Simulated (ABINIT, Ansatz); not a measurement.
# RbCaH3 (Pm-3m): Raman and infrared activity

Which lines does RbCaH3 (Pm-3m) show in Raman and infrared spectra?

Program: ABINIT 10.8.3. Level of theory: DFT LDA, scalar-relativistic, plane waves, PseudoDojo norm-conserving pseudopotentials. Results are calculated unless marked as measured.

This is a report of a sequence of runs, with most program output left out.

## (1) The starting structure

It takes space group Pm-3m (No. 221, cubic). Conventional cell: a = 4.397 Å, b = 4.397 Å, c = 4.397 Å, α = 90.00°, β = 90.00°, γ = 90.00°. Nearest to Rb lie 12 H at 3.11 Å. Nearest to Ca lie 6 H at 2.20 Å. H has 2 Ca at 2.20 Å and 8 H at 3.11 Å and 4 Rb at 3.11 Å nearest. Farther neighbours are not listed.

## (2) Relaxing the cell and atoms

The harmonic expansion needs vanishing forces, and a free crystal bears no stress, so cell and atoms are brought to rest. Stress is more sensitive to the basis than forces are: the last 3 Ha under the cutoff are smoothed with ecutsm, and the cutoff is raised above that of the later runs.

The starting cell comes from a relaxation made beforehand in Ansatz (LDA, PseudoDojo NC).

relax.abi reads:

```
# relaxation
ionmov 2
optcell 2
dilatmx 1.08
ntime 40
tolmxf 1.0d-05
tolvrs 1.0d-14
prtwf 0
prtden 0
chksymtnons 0

# basis, mesh and filling
ecut 39.0
ecutsm 3.0
ngkpt 6 6 6
nshiftk 1
shiftk 0.0 0.0 0.0
istwfk *1
occopt 1
nband 11
nstep 100
diemac 9.0
prtebands 0
prtgsr 0

# cell and atoms
acell 8.309585712 8.309585712 8.309585712
rprim 
    1.0 0.0 0.0
    0.0 1.0 0.0
    0.0 0.0 1.0
ntypat 3
znucl 37 20 1
natom 5
typat 1 2 3 3 3
xred 
    0.0 0.0 0.0
    0.5 0.5 0.5
    0.0 0.5 0.5
    0.5 0.0 0.5
    0.5 0.5 0.0
pp_dirpath "./pseudo"
pseudos "Rb.upf, Ca.upf, H.upf"
```

On the command line:

```
> OMP_NUM_THREADS=1 mpirun -n 4 abinit relax.abi > relax.log
```

It took 93 s on 4 MPI ranks of Intel Xeon Platinum 8175M at 2.50GHz (Skylake/Cascade Lake), shared host.

Little changed from the start: no atom moved by 0.005 Å and no cell edge by 0.1 %.

Numbers from this step:

```yaml
volume_per_atom: 17.00 Å³
pressure: 8.66e-7 GPa
```

## (3) Ground state

First-order wavefunctions inherit every error of the ground state, hence the very tight tolvrs. The mesh is shifted off Γ, since shifted meshes converge sums over the zone faster.

gs.abi reads:

```
# ground state
tolvrs 1.0d-16
prtden 1
prtwf 1

# basis, mesh and filling
ecut 31.0
ngkpt 6 6 6
nshiftk 1
shiftk 0.5 0.5 0.5
istwfk *1
occopt 1
nband 11
nstep 100
diemac 9.0
prtebands 0
prtgsr 0

# cell and atoms
acell 8.309138731 8.309138731 8.309138731
rprim 
    1.0 0.0 0.0
    0.0 1.0 0.0
    0.0 0.0 1.0
ntypat 3
znucl 37 20 1
natom 5
typat 1 2 3 3 3
xred 
    0.0 0.0 0.0
    0.5 0.5 0.5
    0.0 0.5 0.5
    0.5 0.0 0.5
    0.5 0.5 0.0
pp_dirpath "./pseudo"
pseudos "Rb.upf, Ca.upf, H.upf"
```

On the command line:

```
> OMP_NUM_THREADS=1 mpirun -n 4 abinit gs.abi > gs.log
```

Wall time 18 s (4 MPI ranks).

Numbers from this step:

```yaml
pressure: -0.1014 GPa
```

The cell stands at -0.10 GPa: the relaxation ran with a smoothed and higher cutoff and on another k mesh.

## (4) The gap at rest

Empty bands on the ground state's density check that the gap assumed so far is there in this cell.

gap.abi reads:

```
# empty bands on the ground state's density
iscf -2
getden_filepath "gso_DEN"
tolwfr 1.0d-12
nbdbuf 2
prtwf 0

# basis, mesh and filling
ecut 31.0
ngkpt 6 6 6
nshiftk 1
shiftk 0.0 0.0 0.0
istwfk *1
occopt 1
nband 15
nstep 100
diemac 9.0
prtebands 0
prtgsr 0

# cell and atoms
acell 8.309138731 8.309138731 8.309138731
rprim 
    1.0 0.0 0.0
    0.0 1.0 0.0
    0.0 0.0 1.0
ntypat 3
znucl 37 20 1
natom 5
typat 1 2 3 3 3
xred 
    0.0 0.0 0.0
    0.5 0.5 0.5
    0.0 0.5 0.5
    0.5 0.0 0.5
    0.5 0.5 0.0
pp_dirpath "./pseudo"
pseudos "Rb.upf, Ca.upf, H.upf"
```

On the command line:

```
> OMP_NUM_THREADS=1 mpirun -n 4 abinit gap.abi > gap.log
```

Elapsed: 27 s, on 4 MPI ranks; 1.8 min of CPU time.

Numbers from this step:

```yaml
gap_on_the_k_mesh: 2.829 eV
```

In this cell the gap on the mesh is 2.8 eV, direct, so fixed occupations hold.

## (5) Zone-centre response

The derivative of the wavefunctions by k comes first, since the response to a field is built on it; then the field and the displacements that symmetry doesn't supply are solved at q = 0. By the 2n+1 theorem the first-order wavefunctions also give third derivatives: Raman tensors and the non-linear susceptibility.

It reads the wavefunctions written in step 3.

dfpt_gamma.abi reads:

```
ndtset 3

# common to the responses
getwfk_filepath "gso_WFK"
kptopt 2
nqpt 1
qpt 0.0 0.0 0.0
asr 0
chneut 0

# d/dk
rfelfd1 2
rfdir1 1 1 1
iscf1 -3
tolwfr1 1.0d-20

# displacements, field
rfphon2 1
rfatpol2 1 5
rfdir2 1 1 1
rfelfd2 3
getddk2 1
tolvrs2 1.0d-10
prepanl2 1
prtden2 1

# third order
optdriver3 5
getden_filepath3 "gso_DEN"
get1den3 2
get1wf3 2
getddk3 1
d3e_pert1_elfd3 1
d3e_pert1_phon3 1
d3e_pert1_atpol3 1 5
d3e_pert1_dir3 1 1 1
d3e_pert2_elfd3 1
d3e_pert2_dir3 1 1 1
d3e_pert3_elfd3 1
d3e_pert3_dir3 1 1 1
usepead3 1
tolvrs3 1.0d-10

# basis, mesh and filling
ecut 31.0
ngkpt 6 6 6
nshiftk 1
shiftk 0.5 0.5 0.5
istwfk *1
occopt 1
nband 11
nstep 100
diemac 9.0
prtebands 0
prtgsr 0

# cell and atoms
acell 8.309138731 8.309138731 8.309138731
rprim 
    1.0 0.0 0.0
    0.0 1.0 0.0
    0.0 0.0 1.0
ntypat 3
znucl 37 20 1
natom 5
typat 1 2 3 3 3
xred 
    0.0 0.0 0.0
    0.5 0.5 0.5
    0.0 0.5 0.5
    0.5 0.0 0.5
    0.5 0.5 0.0
pp_dirpath "./pseudo"
pseudos "Rb.upf, Ca.upf, H.upf"
```

On the command line:

```
> OMP_NUM_THREADS=1 mpirun -n 4 abinit dfpt_gamma.abi > dfpt_gamma.log
```

Elapsed: 18 min, on 4 MPI ranks; 72 min of CPU time.

This step gave:

- miss of the charge sum rule: 3.77e-4 e
- largest acoustic frequency at the zone centre before the sum rule: -0.49 cm⁻¹
- highest optical zone-centre mode (no LO-TO term): 1207 cm⁻¹
- lowest optical zone-centre mode: 108.4 cm⁻¹
- mean high-frequency dielectric constant: 3.454
- largest Born charge in size (third of the trace): 1.738 e

Born charge (rows field, columns displacement), before the sum rule (e), principal values of the symmetric part by kind of site:

| atom | atoms with these values | low | middle | high | mean |
| --- | --- | --- | --- | --- | --- |
| Rb1 | 1 | 1.09 | 1.09 | 1.09 | 1.09 |
| Ca2 | 1 | 1.74 | 1.74 | 1.74 | 1.74 |
| H3 | 3 | -1.07 | -0.88 | -0.88 | -0.94 |

In full for Ca2:

```
1.74 0.00 0.00
0.00 1.74 0.00
0.00 0.00 1.74
```

High-frequency dielectric tensor:

```
3.45 0.00 0.00
0.00 3.45 0.00
0.00 0.00 3.45
```

The acoustic modes at Γ come out as far as 0.5 cm⁻¹ from zero, where they should vanish, a small numerical error; the Born charges miss their sum rule by 3.8e-4 e, which is good.

## (6) Zone-centre analysis

anaddb reads the merged derivatives, imposes the acoustic sum rule and charge neutrality, and adds the LO-TO term along chosen directions.

anaddb.abi reads:

```
ddb_filepath "gamma_DDB"
output_file "anaddb.abo"
outdata_prefix "anaddb"
asr 1
chneut 1
enunit 2
eivec 1
nph1l 1
qph1l 0.0 0.0 0.0 1.0
dieflag 1
nph2l 3
qph2l 
    1.0 0.0 0.0 0.0
    0.0 0.0 1.0 0.0
    1.0 1.0 1.0 0.0
nlflag 1
ramansr 1
alphon 1
prtmbm 1
```

mrgddb.in reads:

```
gamma_DDB
merged
3
dfpt_gammao_DS2_DDB
dfpt_gammao_DS3_DDB
gso_DDB
```

On the command line:

```
> mrgddb < mrgddb.in > mrgddb.log
> OMP_NUM_THREADS=1 anaddb anaddb.abi > anaddb.log
```

It took 2.4 s on 1 thread.

Read from the output:

```yaml
mean_static_dielectric_constant: 11.87
highest_mode_moved_by_the_lo_to_term: 1291 cm⁻¹
```

No LO-TO term; unit eigenvectors of the mass-weighted matrix, from anaddb's displacements. The modes at Γ (shares of kinetic energy by element, %):

| mode | frequency (cm⁻¹) | symmetry | Rb % | Ca % | H % |
| --- | --- | --- | --- | --- | --- |
| 1 | 0.0 | acoustic | 66 | 31 | 2 |
| 2 | 0.0 | acoustic | 66 | 31 | 2 |
| 3 | 0.0 | acoustic | 66 | 31 | 2 |
| 4 | 108.4 | T1u | 34 | 62 | 5 |
| 5 | 108.4 | T1u | 34 | 62 | 5 |
| 6 | 108.4 | T1u | 34 | 62 | 5 |
| 7 | 349.7 | T2u | 0 | 0 | 100 |
| 8 | 349.7 | T2u | 0 | 0 | 100 |
| 9 | 349.7 | T2u | 0 | 0 | 100 |
| 10 | 406.0 | T1u | 0 | 5 | 95 |
| 11 | 406.0 | T1u | 0 | 5 | 95 |
| 12 | 406.0 | T1u | 0 | 5 | 95 |
| 13 | 1206.6 | T1u | 0 | 2 | 98 |
| 14 | 1206.6 | T1u | 0 | 2 | 98 |
| 15 | 1206.6 | T1u | 0 | 2 | 98 |

Displacements in mode 6 (108.4 cm⁻¹), the largest set to 1:
```
Rb1  0.48  0.00  0.00
Ca2 -0.96  0.00  0.00
H3  -0.89  0.00  0.00
H4  -1.00  0.00  0.00
H5  -1.00  0.00  0.00
```

Displacements in mode 15 (1206.6 cm⁻¹), the largest set to 1:
```
Rb1  0.00  0.00  0.00
Ca2  0.02  0.00  0.00
H3  -1.00  0.00  0.00
H4   0.05  0.00  0.00
H5   0.05  0.00  0.00
```

Trace of the oscillator strength, degenerate modes summed. Lines of the infrared spectrum (strongest = 100):

| position (cm⁻¹) | lines merged | IR intensity, relative |
| --- | --- | --- |
| 108 | 3 | 2.5 |
| 350 | 3 | 0.0 |
| 406 | 3 | 100 |
| 1207 | 3 | 60 |

Static dielectric tensor (ions relaxed, fixed cell):

```
11.87  0.00  0.00
 0.00 11.87  0.00
 0.00  0.00 11.87
```

The rule moves no optical mode by more than 0.1 cm⁻¹.

## (7) Sum rules set otherwise (asr 0)

Without the rule the raw error of the acoustic modes shows.

Edit anaddb.abi of step 6 so:

```diff
@@ -3,4 +3,4 @@
 outdata_prefix "anaddb"
-asr 1
-chneut 1
+asr 0
+chneut 0
 enunit 2
```

mrgddb.in is that of step 6.

The job ended after 2.3 s (1 thread).

Zone-centre frequencies as printed; negative means imaginary. Modes:

| mode | frequency (cm⁻¹) |
| --- | --- |
| 1 | -0.49 |
| 2 | -0.49 |
| 3 | -0.49 |
| 4 | 108.4 |
| 5 | 108.4 |
| 6 | 108.4 |
| 7 | 349.7 |
| 8 | 349.7 |
| 9 | 349.7 |
| 10 | 406 |
| 11 | 406 |
| 12 | 406 |
| 13 | 1207 |
| 14 | 1207 |
| 15 | 1207 |

## (8) The same in Ansatz

The same cell, potentials and cutoff go through another code, on another k mesh. Its k mesh is centred on Γ.

This step: DFT LDA, scalar-relativistic, plane waves, PseudoDojo norm-conserving pseudopotentials (Ansatz 0.2.0).

input.yaml reads:

```yaml
crystal:
  lattice:
    - [4.3970068588, 0.0, 0.0]
    - [0.0, 4.3970068588, 0.0]
    - [0.0, 0.0, 4.3970068588]
  atoms:
    - { symbol: Rb, position: [0.0, 0.0, 0.0] }
    - { symbol: Ca, position: [0.5, 0.5, 0.5] }
    - { symbol: H, position: [0.0, 0.5, 0.5] }
    - { symbol: H, position: [0.5, 0.0, 0.5] }
    - { symbol: H, position: [0.5, 0.5, 0.0] }
kpoints:
  mp_grid: { grid: [6, 6, 6] }
hamiltonian:
  xc: lda
  pseudopotentials: { kind: nc, accuracy: standard }
scf:
  occupations: { method: fixed }
output:
  eigenvalues: true
basis:
  ecutwfc: 843.553
phonons:
  method: dfpt
  dielectric: true
  rigid_motions: translations
  raman: true
```

On the command line:

```
> ansatz run input.yaml --threads 4 --pin off --max-ram 8192MiB --backend cpu --events-out ev --progress --plain --runs-dir out
```

Wall time 2.3 min (4 threads); peak memory 1.4 GiB; 8.3 min of CPU time.

Numbers from this step:

```yaml
sum_rule_residual_before_enforcement: 1.20e-4 eV/Å²
miss_of_the_charge_sum_rule: 5.48e-4 e
estimated_error_of_the_dielectric_tensor: 0.008015
estimated_error_of_the_born_charges: 0.01074 e
highest_optical_zone_centre_mode_no_lo_to_term: 1206 cm⁻¹
lowest_optical_zone_centre_mode: 108.3 cm⁻¹
mean_high_frequency_dielectric_constant: 3.455
largest_born_charge_in_size_third_of_the_trace: 1.739 e
mean_static_dielectric_constant: 11.88
```

Transverse modes. Lines of the infrared spectrum (strongest = 100):

| position (cm⁻¹) | label | IR intensity ((D/Å)²/amu), degenerate modes summed, relative |
| --- | --- | --- |
| 108 | T1u | 2.5 |
| 350 | T2u | 0.0 |
| 406 | T1u | 100 |
| 1206 | T1u | 60 |

## (9) Side by side: ABINIT PseudoDojo and Ansatz, PseudoDojo

Numbers from this step:

| Quantity | Value |
| --- | --- |
| root-mean-square difference | 0.13 cm⁻¹ |
| largest difference | 0.19 cm⁻¹ |

The 12 of 12 modes that differ most. Frequencies side by side:

| q (reciprocal lattice) | mode | ABINIT PseudoDojo (cm⁻¹) | Ansatz, PseudoDojo (cm⁻¹) |
| --- | --- | --- | --- |
| 0 0 0 | 4 | 108.4 | 108.3 |
| 0 0 0 | 5 | 108.4 | 108.3 |
| 0 0 0 | 6 | 108.4 | 108.3 |
| 0 0 0 | 7 | 349.7 | 349.5 |
| 0 0 0 | 8 | 349.7 | 349.5 |
| 0 0 0 | 9 | 349.7 | 349.5 |
| 0 0 0 | 10 | 406 | 405.9 |
| 0 0 0 | 11 | 406 | 405.9 |
| 0 0 0 | 12 | 406 | 405.9 |
| 0 0 0 | 13 | 1207 | 1206 |
| 0 0 0 | 14 | 1207 | 1206 |
| 0 0 0 | 15 | 1207 | 1206 |

The two runs side by side. Further quantities:

| quantity | ABINIT PseudoDojo | Ansatz, PseudoDojo |
| --- | --- | --- |
| mean ε∞ | 3.454 | 3.455 |
| largest Born charge in size (e; the first before, the second after the charge sum rule) | 1.738 | 1.739 |
| summed IR intensity ((D/Å)²/amu) | 190.7 | 190.8 |
| summed Raman activity (Å⁴/amu) | 0 | 0 |

At the zone centre the largest difference (acoustic modes at Γ apart) is 0.02 % of the highest mode.

## (10) Outcome

```json
{
  "space group after relaxation": "Pm-3m",
  "volume per atom": "17.0 Å³",
  "highest optical zone-centre mode (no LO-TO term)": "1207 cm⁻¹",
  "lowest optical zone-centre mode": "108.4 cm⁻¹",
  "highest mode moved by the LO-TO term": "1291 cm⁻¹",
  "mean high-frequency dielectric constant": "3.45",
  "largest Born charge in size (third of the trace)": "1.74 e",
  "mean static dielectric constant": "11.9",
  "imaginary optical modes at the zone centre (no q mesh in this session)": "none",
  "largest difference from Ansatz, PseudoDojo": "0.19 cm⁻¹"
}
```

**Reading.** No mode is Raman active in this structure; the strongest infrared line lies at 406 cm⁻¹. At the LDA level the optical modes of RbCaH3 (Pm-3m) at the zone centre (no LO-TO term) run from 108 to 1207 cm⁻¹. Along the directions run, the highest mode that the macroscopic field moves lies at 1291 cm⁻¹. Lattice motion raises the mean dielectric constant from 3.454 to 11.87. ABINIT PseudoDojo and Ansatz, PseudoDojo agree to 0.19 cm⁻¹ (0.02 % of the highest mode compared) on all solved modes but the acoustic ones at Γ, without the LO-TO term. These are harmonic frequencies at zero temperature: anharmonic shifts and linewidths and thermal expansion are left out. Ansatz warns that the cutoff lies 16 % under the one recommended for these files; agreement at one cutoff is not convergence.

[Host names and launcher messages were left out of these logs when they were recorded.]

[Logs are printed without paths, hosts, clocks, repeated set-up lines and the standing remarks that a program may print on its own settings, such as how far it seeks lower states.]

[Hosts, paths, dates, database ids (printed as entryN), source tags and the programs' standing remarks are cut or masked in the printed files.]
